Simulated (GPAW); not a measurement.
Records of electronic-structure calculations.

## P2Ir (P2_1/c): G0W0 with GPAW, start to end

The structure is monoclinic, space group P2_1/c (No. 14). The conventional cell has a = 5.772 Å, b = 5.807 Å, c = 5.872 Å, α = 90.00°, β = 111.25°, γ = 90.00°. Nearest to P lie 1 P at 2.22 Å and 3 Ir at 2.41 to 2.42 Å. Nearest to P lie 1 P at 2.22 Å and 3 Ir at 2.33 to 2.35 Å. Nearest to Ir lie 6 P at 2.33 to 2.42 Å. Farther neighbours are not listed.

```
P Ir
1.0
     5.77234    0.00000    0.00000
     0.00000    5.80673    0.00000
    -2.12850    0.00000    5.47314
P Ir
8 4
Cartesian
  -0.9403 5.1209 4.7632
  3.5199 2.2175 3.4465
  4.5842 0.6859 0.7099
  0.1239 3.5892 2.0266
  1.5285 2.1903 1.0319
  3.1796 5.0937 1.7046
  2.1153 3.6164 4.4412
  0.4643 0.7130 3.7685
  -0.1156 2.8966 4.3324
  2.6952 5.7999 3.8773
  3.7594 2.9102 1.1407
  0.9487 0.0068 1.5959
```

| Item | Value |
| --- | --- |
| method | DFT, LDA, plane waves, PAW (and 1 further level or step) |
| program | GPAW 26.7.0 |
| settings of one run | cutoff 450 eV, GPAW PAW setups 1.2.1 data release, 4×2×4 k-mesh, nbands 627 |
| cost | 4 runs, 16 min in all on 8 MPI ranks of Arm Neoverse V1, shared host (the runs of this entry) |
| notes | The cell and positions are those that the Materials Project relaxed with its own functionals (PBE, PBE+U or r2SCAN), kept fixed. Limits: no spin polarisation; no spin-orbit coupling. Bands and cutoff are finite, so the gap is not at the basis limit. The miss can reach some tenths of an eV and take either sign; the mesh is an error of its own. The 4×2×4 mesh is coarse for this cell, which bears on the long-range parts of exchange and screening. The runs have no spin polarisation. For a closed low-spin shell that is the natural state; where a d or f shell is open it is a constraint, and the gap is then not the crystal’s own. |
| LDA gap | 0.61 eV, indirect |
| G0W0 gap on the mesh | 1.29 eV |
| GW settings | 4×2×4 mesh, 286 bands, screening to 78 eV, Godby-Needs plasmon pole |
| known limits | not at the basis limit; no spin polarisation; d states lean on the start; no spin-orbit coupling; coarse k mesh |

G0W0 moves the gap on the mesh from 0.61 eV to 1.29 eV (+0.68 eV), with Z of 0.80 and 0.79 at the edges. Only 3 of the mesh's irreducible points were corrected, so a valley elsewhere could overtake.

[Paths, hosts, dates, memory and timing lines, banners, echoed tables and standing remarks are left out of the program output.]

[Logs are printed without paths, hosts, clocks, repeated set-up lines and the standing remarks that a program may print on its own settings, such as how far it seeks lower states.]

[Runs of the session that timed out or met a known fault of the program may be left out.]

[Hosts, paths, dates, database ids (printed as entryN), source tags and the programs' standing remarks are cut or masked in the printed files.]
